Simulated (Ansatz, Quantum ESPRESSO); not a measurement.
# Cl-SiC-Cl chair, 1 layer: biaxial strain by an ASE script, part 2 of 2

Wanted: deformation of the bands of Cl-SiC-Cl chair, 1 layer, driven from Python.

Quantum ESPRESSO 7.5; plane-wave DFT, PBE, GBRV ultrasoft pseudopotentials; geometry by Ansatz 0.2.0 with PAW datasets.

So far: The starting structure; Geometry from Ansatz.

## Step 3: The script

Under ESM bc1 levels count from the vacuum, or from the mean of the two vacuum levels where the sheet has a dipole, so band edges at unlike strains can be compared.

Level of this step: plane-wave DFT, PBE, GBRV ultrasoft pseudopotentials (Quantum ESPRESSO 7.5).

File run.py:

```python
import json
import numpy as np
from ase import Atoms
from ase.calculators.espresso import Espresso, EspressoProfile

profile = EspressoProfile(command='mpirun -n 2 pw.x -nk 2', pseudo_dir='../pseudo')
pseudopotentials = {'C': 'c_pbe_v1.2.uspp.F.UPF', 'Cl': 'cl_pbe_v1.4.uspp.F.UPF', 'Si': 'si_pbe_v1.uspp.F.UPF'}
system = {'ecutwfc': 40, 'ecutrho': 200, 'occupations': 'smearing', 'smearing': 'fd', 'degauss': 0.002}


def calculator(name, kpts, **extra):
    data = dict(control=dict(tprnfor=True, verbosity='high', disk_io='none'),
                system=system | extra,
                electrons=dict(conv_thr=1e-09, mixing_beta=0.4, mixing_mode='plain',
                               electron_maxstep=100))
    return Espresso(profile=profile, directory=name, pseudopotentials=pseudopotentials, kpts=kpts, input_data=data)


def centre(atoms):
    z = atoms.positions[:, 2]
    atoms.positions[:, 2] -= (z.max() + z.min()) / 2  # ESM wants the slab about z = 0
    return atoms

sheet = Atoms(
    ['Cl', 'C', 'Si', 'Cl'],
    scaled_positions=[
        [0.6666666667, 0.3333333333, 0.3848292835],
        [0.6666666667, 0.3333333333, 0.4787989100],
        [0.3333333333, 0.6666666667, 0.5068461403],
        [0.3333333333, 0.6666666667, 0.6116075774]],
    cell=[
        [3.276059376345, 0.000000000000, 0.000000000000],
        [-1.638029688172, 2.837150644221, 0.000000000000],
        [0.000000000000, 0.000000000000, 19.533333333300]],
    pbc=True)

rows = []
for strain in [-0.03, -0.015, 0.0, 0.015, 0.03]:
    atoms = sheet.copy()
    atoms.set_cell(sheet.cell.array * [[1 + strain], [1 + strain], [1]], scale_atoms=True)
    atoms = centre(atoms)
    atoms.calc = calculator(f's{strain:+.3f}', (12, 12, 1), assume_isolated='esm', esm_bc='bc1', nbnd=15)
    energy = atoms.get_potential_energy()
    levels = np.array([atoms.calc.get_eigenvalues(kpt=i) for i in range(len(atoms.calc.get_ibz_k_points()))])
    top, bottom = levels[:, 10].max(), levels[:, 11].min()
    direct = (levels[:, 11] - levels[:, 10]).min()
    rows.append([strain, energy, top, bottom, direct])
    print(f'strain {strain:+.3f}: E = {energy:.5f} eV, valence top {top:.3f}, conduction bottom {bottom:.3f}, '
          f'gap {bottom - top:.3f}, least direct gap {direct:.3f} eV')

x, energy, top, bottom, direct = np.array(rows).T
area = np.linalg.norm(np.cross(*sheet.cell[:2]))
stiffness = np.polyfit(x, energy, 2)[0] / area * 16.0218  # C11 + C12, heights clamped
print(f'valence and conduction edges move by {np.polyfit(x, top, 1)[0]:.2f} and {np.polyfit(x, bottom, 1)[0]:.2f} eV per unit biaxial strain')
print(f'C11 + C12 with clamped heights: {stiffness:.1f} N/m')
json.dump(dict(rows=rows, stiffness=stiffness), open('result.json', 'w'))
```

Run with:

```bash
$ OMP_NUM_THREADS=1 python run.py
```

Log:

```text
strain -0.030: E = -1193.77466 eV, valence top -5.360, conduction bottom -3.275, gap 2.085, least direct gap 2.085 eV
strain -0.015: E = -1193.84693 eV, valence top -5.484, conduction bottom -3.278, gap 2.206, least direct gap 2.206 eV
strain +0.000: E = -1193.86910 eV, valence top -5.592, conduction bottom -3.345, gap 2.248, least direct gap 2.248 eV
strain +0.015: E = -1193.84817 eV, valence top -5.686, conduction bottom -3.506, gap 2.180, least direct gap 2.180 eV
strain +0.030: E = -1193.79030 eV, valence top -5.766, conduction bottom -3.747, gap 2.019, least direct gap 2.019 eV
valence and conduction edges move by -6.76 and -7.81 eV per unit biaxial strain
C11 + C12 with clamped heights: 166.0 N/m
```

It took 3.5 min on 2 MPI ranks of Arm Neoverse V2, shared host; peak memory 0.41 GiB.

The input that ASE wrote for the first run, and its log:

```
&CONTROL
   verbosity        = 'high'
   tprnfor          = .true.
   disk_io          = 'none'
   pseudo_dir       = '../pseudo'
/
&SYSTEM
   nbnd             = 15
   ecutwfc          = 40
   ecutrho          = 200
   occupations      = 'smearing'
   degauss          = 0.002
   smearing         = 'fd'
   assume_isolated  = 'esm'
   esm_bc           = 'bc1'
   ntyp             = 3
   nat              = 4
   ibrav            = 0
/
&ELECTRONS
   electron_maxstep = 100
   conv_thr         = 1e-09
   mixing_mode      = 'plain'
   mixing_beta      = 0.4
/
&IONS
/
&CELL
/
&FCP
/
&RISM
/
ATOMIC_SPECIES
Cl 35.45 cl_pbe_v1.4.uspp.F.UPF
C 12.011 c_pbe_v1.2.uspp.F.UPF
Si 28.085 si_pbe_v1.uspp.F.UPF

K_POINTS automatic
12 12 1  0 0 0

CELL_PARAMETERS angstrom
3.17777759505465 0.00000000000000 0.00000000000000
-1.58888879752684 2.75203612489437 0.00000000000000
0.00000000000000 0.00000000000000 19.53333333330000

ATOMIC_POSITIONS angstrom
Cl 1.5888887977 0.9173453749 -2.2148680038  
C 1.5888887977 0.9173453749 -0.3793279661  
Si -0.0000000002 1.8346907500 0.1685279324  
Cl -0.0000000002 1.8346907500 2.2148680038
```

```text
Program PWSCF v.7.5 starts
[citation notice left out]

     Parallel version (MPI & OpenMP), running on       2 processor cores
     Number of MPI processes:                 2
     Threads/MPI process:                     1

     MPI processes distributed on     1 nodes
[... 1 line left out ...]

Warning: card &CELL ignored
Warning: card &FCP ignored
Warning: card &RISM ignored

     Current dimensions of program PWSCF are:
     Max number of different atomic species (ntypx) = 10
     Max number of k-points (npk) =  40000
     Max angular momentum in pseudopotentials (lmaxx) =  4
     Message from routine setup:
     using ibrav=0 with symmetry is DISCOURAGED, use correct ibrav instead

     K-points division:     npool     =       2
     Subspace diagonalization in iterative solution of the eigenvalue problem:
     a serial algorithm will be used

     G-vector sticks info
     --------------------
     sticks:   dense  smooth     PW     G-vecs:    dense   smooth      PW
     Sum         499     397    121                55277    39209    6791

     Using Slab Decomposition

     bravais-lattice index     =            0
     lattice parameter (alat)  =       6.0051  a.u.
     unit-cell volume          =    1152.7910 (a.u.)^3
     number of atoms/cell      =            4
     number of atomic types    =            3
     number of electrons       =        22.00
     number of Kohn-Sham states=           15
     kinetic-energy cutoff     =      40.0000  Ry
     charge density cutoff     =     200.0000  Ry
     scf convergence threshold =      1.0E-09
     mixing beta               =       0.4000
     number of iterations used =            8  plain     mixing
     Exchange-correlation= SLA  PW   PBE  PBE
                           (   1   4   3   4   0   0   0)

     Effective Screening Medium Method
     =================================
     Boundary Conditions: Vacuum-Slab-Vacuum
     total charge in unit cell        =   0.0000
     grid points for fit at edges     =        4

[... 10 lines left out ...]
     PseudoPot. # 1 for Cl read from file:
     ../pseudo/cl_pbe_v1.4.uspp.F.UPF
     Pseudo is Ultrasoft + core correction, Zval =  7.0
     Generated by new atomic code, or converted to UPF format
     Using radial grid of  909 points,  6 beta functions with:
                l(1) =   0
                l(2) =   0
                l(3) =   1
                l(4) =   1
                l(5) =   2
                l(6) =   2
     Q(r) pseudized with  8 coefficients,  rinner =    1.300   1.300   1.300
                                                       1.300   1.300

     PseudoPot. # 2 for C  read from file:
     ../pseudo/c_pbe_v1.2.uspp.F.UPF
     Pseudo is Ultrasoft + core correction, Zval =  4.0
     Generated by new atomic code, or converted to UPF format
     Using radial grid of  721 points,  4 beta functions with:
                l(1) =   0
[... 645 lines left out ...]
     estimated scf accuracy    <          3.1E-10 Ry
     smearing contrib. (-TS)   =      -0.00000000 Ry
     internal energy E=F+TS    =     -87.74082709 Ry

     The total energy is F=E-TS. E is the sum of the following terms:
     one-electron contribution =     781.69983530 Ry
     hartree contribution      =    -388.88035330 Ry
     xc contribution           =     -26.92328883 Ry
     ewald contribution        =    -453.63702025 Ry

     convergence has been achieved in  23 iterations

     negative rho (up, down):  2.772E-02 0.000E+00

     Forces acting on atoms (cartesian axes, Ry/au):

     atom    1 type  1   force =     0.00000000    0.00000000    0.00097688
     atom    2 type  2   force =     0.00000000   -0.00000000   -0.00969962
     atom    3 type  3   force =     0.00000000   -0.00000000    0.01095021
     atom    4 type  1   force =     0.00000000   -0.00000000   -0.00218611
     The non-local contrib.  to forces
     atom    1 type  1   force =     0.00000000    0.00000000    0.49856835
     atom    2 type  2   force =     0.00000000    0.00000000   -0.39069256
     atom    3 type  3   force =     0.00000000    0.00000000    0.03983503
     atom    4 type  1   force =     0.00000000    0.00000000   -0.24922523
     The ionic contribution  to forces
     atom    1 type  1   force =    -0.00000000    0.00000000  -43.19426082
     atom    2 type  2   force =    -0.00000000    0.00000000   -2.06083690
     atom    3 type  3   force =     0.00000000   -0.00000000    2.43662775
     atom    4 type  1   force =     0.00000000   -0.00000000   42.81846997
     The local contribution  to forces
     atom    1 type  1   force =    -0.00000000    0.00000000   42.71033323
     atom    2 type  2   force =    -0.00000000    0.00000000    2.43789242
     atom    3 type  3   force =    -0.00000000    0.00000000   -2.46365505
     atom    4 type  1   force =     0.00000000   -0.00000000  -42.57441974
     The core correction contribution to forces
     atom    1 type  1   force =     0.00000000   -0.00000000   -0.01365571
     atom    2 type  2   force =     0.00000000   -0.00000000    0.00394014
     atom    3 type  3   force =    -0.00000000    0.00000000   -0.00185516
     atom    4 type  1   force =    -0.00000000    0.00000000    0.00305975
     The Hubbard contrib.    to forces
     atom    1 type  1   force =     0.00000000    0.00000000    0.00000000
     atom    2 type  2   force =     0.00000000    0.00000000    0.00000000
     atom    3 type  3   force =     0.00000000    0.00000000    0.00000000
     atom    4 type  1   force =     0.00000000    0.00000000    0.00000000
     The SCF correction term to forces
     atom    1 type  1   force =    -0.00000000   -0.00000000   -0.00000816
     atom    2 type  2   force =    -0.00000000    0.00000000   -0.00000272
     atom    3 type  3   force =    -0.00000000   -0.00000000   -0.00000237
     atom    4 type  1   force =    -0.00000000   -0.00000000   -0.00007086

     Total force =     0.014823     Total SCF correction =     0.000071
     Message from routine punch:
     Nothing written, as per user request (disk_io='none')

[... 1 line left out ...]

[... 1 line left out ...]

[... 1 line left out ...]

[... 3 lines left out ...]

[... 1 line left out ...]

[... 2 lines left out ...]

[... 1 line left out ...]

[... 1 line left out ...]

=------------------------------------------------------------------------------=
   JOB DONE.
=------------------------------------------------------------------------------=
```

Numbers from this step:

| Quantity | Value |
| --- | --- |
| biaxial stiffness | 166.0 N/m |

The band edge from the vacuum level by biaxial strain:

| biaxial strain (%) | valence top (eV) | conduction bottom (eV) |
| --- | --- | --- |
| -3.00 | -5.36 | -3.27 |
| -1.50 | -5.48 | -3.28 |
| 0.00 | -5.59 | -3.34 |
| 1.50 | -5.69 | -3.51 |
| 3.00 | -5.77 | -3.75 |

Table of gap by biaxial strain:

| biaxial strain (%) | on the mesh (eV) | least direct (eV) |
| --- | --- | --- |
| -3.00 | 2.09 | 2.09 |
| -1.50 | 2.21 | 2.21 |
| 0.00 | 2.25 | 2.25 |
| 1.50 | 2.18 | 2.18 |
| 3.00 | 2.02 | 2.02 |

Table of energy over the lowest by biaxial strain:

| biaxial strain (%) | energy over the lowest (meV) |
| --- | --- |
| -3.00 | 94.4 |
| -1.50 | 22.2 |
| 0.00 | 0 |
| 1.50 | 20.9 |
| 3.00 | 78.8 |

## Step 4: Running the series: PBE, SG15 norm-conserving

Level of this step: plane-wave DFT, PBE, SG15 norm-conserving pseudopotentials (Quantum ESPRESSO 7.5).

run.py is the input of step 3 with these lines changed:

```diff
@@ -6,4 +6,4 @@
 profile = EspressoProfile(command='mpirun -n 2 pw.x -nk 2', pseudo_dir='../pseudo')
-pseudopotentials = {'C': 'c_pbe_v1.2.uspp.F.UPF', 'Cl': 'cl_pbe_v1.4.uspp.F.UPF', 'Si': 'si_pbe_v1.uspp.F.UPF'}
-system = {'ecutwfc': 40, 'ecutrho': 200, 'occupations': 'smearing', 'smearing': 'fd', 'degauss': 0.002}
+pseudopotentials = {'C': 'C_ONCV_PBE-1.2.upf', 'Cl': 'Cl_ONCV_PBE-1.2.upf', 'Si': 'Si_ONCV_PBE-1.2.upf'}
+system = {'ecutwfc': 60, 'ecutrho': 240, 'occupations': 'smearing', 'smearing': 'fd', 'degauss': 0.002}
```

Run with:

```bash
$ OMP_NUM_THREADS=1 python run.py
```

Log:

```text
strain -0.030: E = -1084.78355 eV, valence top -5.369, conduction bottom -3.267, gap 2.102, least direct gap 2.102 eV
strain -0.015: E = -1084.85886 eV, valence top -5.493, conduction bottom -3.273, gap 2.220, least direct gap 2.220 eV
strain +0.000: E = -1084.88360 eV, valence top -5.600, conduction bottom -3.342, gap 2.258, least direct gap 2.258 eV
strain +0.015: E = -1084.86474 eV, valence top -5.694, conduction bottom -3.504, gap 2.190, least direct gap 2.190 eV
strain +0.030: E = -1084.80879 eV, valence top -5.773, conduction bottom -3.745, gap 2.028, least direct gap 2.028 eV
valence and conduction edges move by -6.73 and -7.91 eV per unit biaxial strain
C11 + C12 with clamped heights: 167.5 N/m
```

Elapsed: 5.7 min, on 2 MPI ranks; peak memory 0.29 GiB.

Read from the output:

```
biaxial stiffness : 167.5 N/m
```

Table of band edge from the vacuum level by biaxial strain:

| biaxial strain (%) | valence top (eV) | conduction bottom (eV) |
| --- | --- | --- |
| -3.00 | -5.37 | -3.27 |
| -1.50 | -5.49 | -3.27 |
| 0.00 | -5.60 | -3.34 |
| 1.50 | -5.69 | -3.50 |
| 3.00 | -5.77 | -3.74 |

Table of gap by biaxial strain:

| biaxial strain (%) | on the mesh (eV) | least direct (eV) |
| --- | --- | --- |
| -3.00 | 2.10 | 2.10 |
| -1.50 | 2.22 | 2.22 |
| 0.00 | 2.26 | 2.26 |
| 1.50 | 2.19 | 2.19 |
| 3.00 | 2.03 | 2.03 |

Table of energy over the lowest by biaxial strain:

| biaxial strain (%) | energy over the lowest (meV) |
| --- | --- |
| -3.00 | 100 |
| -1.50 | 24.7 |
| 0.00 | 0 |
| 1.50 | 18.9 |
| 3.00 | 74.8 |

## Step 5: The script, with ecutrho = 20

Another try, with an input changed as a hurried user might.

Level of this step: plane-wave DFT, PBE, GBRV ultrasoft pseudopotentials (Quantum ESPRESSO 7.5).

run.py is the input of step 3 with these lines changed:

```diff
@@ -7,3 +7,3 @@
 pseudopotentials = {'C': 'c_pbe_v1.2.uspp.F.UPF', 'Cl': 'cl_pbe_v1.4.uspp.F.UPF', 'Si': 'si_pbe_v1.uspp.F.UPF'}
-system = {'ecutwfc': 40, 'ecutrho': 200, 'occupations': 'smearing', 'smearing': 'fd', 'degauss': 0.002}
+system = {'ecutwfc': 40, 'ecutrho': 20, 'occupations': 'smearing', 'smearing': 'fd', 'degauss': 0.002}
 
@@ -14,3 +14,3 @@
                 electrons=dict(conv_thr=1e-09, mixing_beta=0.4, mixing_mode='plain',
-                               electron_maxstep=100))
+                               electron_maxstep=60))
     return Espresso(profile=profile, directory=name, pseudopotentials=pseudopotentials, kpts=kpts, input_data=data)
@@ -37,3 +37,3 @@
 rows = []
-for strain in [-0.03, -0.015, 0.0, 0.015, 0.03]:
+for strain in [-0.03, -0.015, 0.0]:
     atoms = sheet.copy()
```

Run with:

```bash
$ OMP_NUM_THREADS=1 python run.py
```

Log:

```text
subprocess.CalledProcessError: the calculator's command failed
```

It took 2 s on 2 MPI ranks; peak memory 0.16 GiB.

The input that ASE wrote for the run that failed, and its log:

```
&CONTROL
   verbosity        = 'high'
   tprnfor          = .true.
   disk_io          = 'none'
   pseudo_dir       = '../pseudo'
/
&SYSTEM
   nbnd             = 15
   ecutwfc          = 40
   ecutrho          = 20
   occupations      = 'smearing'
   degauss          = 0.002
   smearing         = 'fd'
   assume_isolated  = 'esm'
   esm_bc           = 'bc1'
   ntyp             = 3
   nat              = 4
   ibrav            = 0
/
&ELECTRONS
   electron_maxstep = 60
   conv_thr         = 1e-09
   mixing_mode      = 'plain'
   mixing_beta      = 0.4
/
&IONS
/
&CELL
/
&FCP
/
&RISM
/
ATOMIC_SPECIES
Cl 35.45 cl_pbe_v1.4.uspp.F.UPF
C 12.011 c_pbe_v1.2.uspp.F.UPF
Si 28.085 si_pbe_v1.uspp.F.UPF

K_POINTS automatic
12 12 1  0 0 0

CELL_PARAMETERS angstrom
3.17777759505465 0.00000000000000 0.00000000000000
-1.58888879752684 2.75203612489437 0.00000000000000
0.00000000000000 0.00000000000000 19.53333333330000

ATOMIC_POSITIONS angstrom
Cl 1.5888887977 0.9173453749 -2.2148680038  
C 1.5888887977 0.9173453749 -0.3793279661  
Si -0.0000000002 1.8346907500 0.1685279324  
Cl -0.0000000002 1.8346907500 2.2148680038
```

```text
Program PWSCF v.7.5 starts
[citation notice left out]

     Parallel version (MPI & OpenMP), running on       2 processor cores
     Number of MPI processes:                 2
     Threads/MPI process:                     1

     MPI processes distributed on     1 nodes
[... 1 line left out ...]

Warning: card &CELL ignored
Warning: card &FCP ignored
Warning: card &RISM ignored

     Current dimensions of program PWSCF are:
     Max number of different atomic species (ntypx) = 10
     Max number of k-points (npk) =  40000
     Max angular momentum in pseudopotentials (lmaxx) =  4

 %%%%%%%%%%%%%%%%%%%%%%%%%%%%%%%%%%%%%%%%%%%%%%%%%%%%%%%%%%%%%%%%%%%%%%%%%%%%%%
     Error in routine set_cutoff (1):
     ecutrho <= ecutwfc?!?
 %%%%%%%%%%%%%%%%%%%%%%%%%%%%%%%%%%%%%%%%%%%%%%%%%%%%%%%%%%%%%%%%%%%%%%%%%%%%%%

     stopping ...
```

The program refused the input before any cycle.

The fault put into the input: a density cutoff under four times the waves' (ecutrho = 20).

ecutrho can't lie under ecutwfc; four times for norm-conserving files and more for ultrasoft ones is the rule.

## Step 6: Worked from the printed numbers

Under equal strain ε in the plane, E = A (C11 + C12) ε². From the points at ±1.5 %: d²E/dε² = (22.17 + 20.93 − 2 × 0.00) meV / 0.015² = 192 eV, and 192/(2 × 9.295 Å²) × 16.02 = 165 N/m.

## Step 7: What came out

| Quantity | Value |
| --- | --- |
| C11 + C12, heights clamped, PBE, GBRV ultrasoft | 166 N/m |
| gap on the mesh at zero strain, PBE, GBRV ultrasoft | 2.25 eV |
| valence top below the mean of the two vacuum levels at zero strain, PBE, GBRV ultrasoft | 5.59 eV |
| shift of the valence top per unit biaxial strain, PBE, GBRV ultrasoft | -6.8 eV |
| C11 + C12, heights clamped, PBE, SG15 norm-conserving | 168 N/m |
| gap on the mesh at zero strain, PBE, SG15 norm-conserving | 2.26 eV |
| valence top below the mean of the two vacuum levels at zero strain, PBE, SG15 norm-conserving | 5.60 eV |
| shift of the valence top per unit biaxial strain, PBE, SG15 norm-conserving | -6.7 eV |

What this shows: The sheet's biaxial stiffness comes to 166 N/m and its gap at zero strain to 2.25 eV (PBE, GBRV ultrasoft). From −3 % to +3 % the gap on the mesh goes from 2.09 to 2.02 eV, through a peak of 2.25 eV; it is direct at every strain. The conduction bottom bends along the series, so the script's straight-line slope describes it poorly. Heights are clamped under strain, which makes a sheet with several atomic planes too stiff. Semilocal gaps are too small. The sheet carries a dipole, so the two faces have unlike vacuum levels and the zero lies between them.

[Logs are printed without paths, hosts, clocks, repeated set-up lines and the standing remarks that a program may print on its own settings, such as how far it seeks lower states.]

[Hosts, paths, dates, database ids (printed as entryN), source tags and the programs' standing remarks are cut or masked in the printed files.]

[Maps of the electrostatic potential energy from Ansatz leave out the sawtooth potential of an applied field or a dipole correction, so their vacuum need not be flat; planar profiles and work functions include it.]
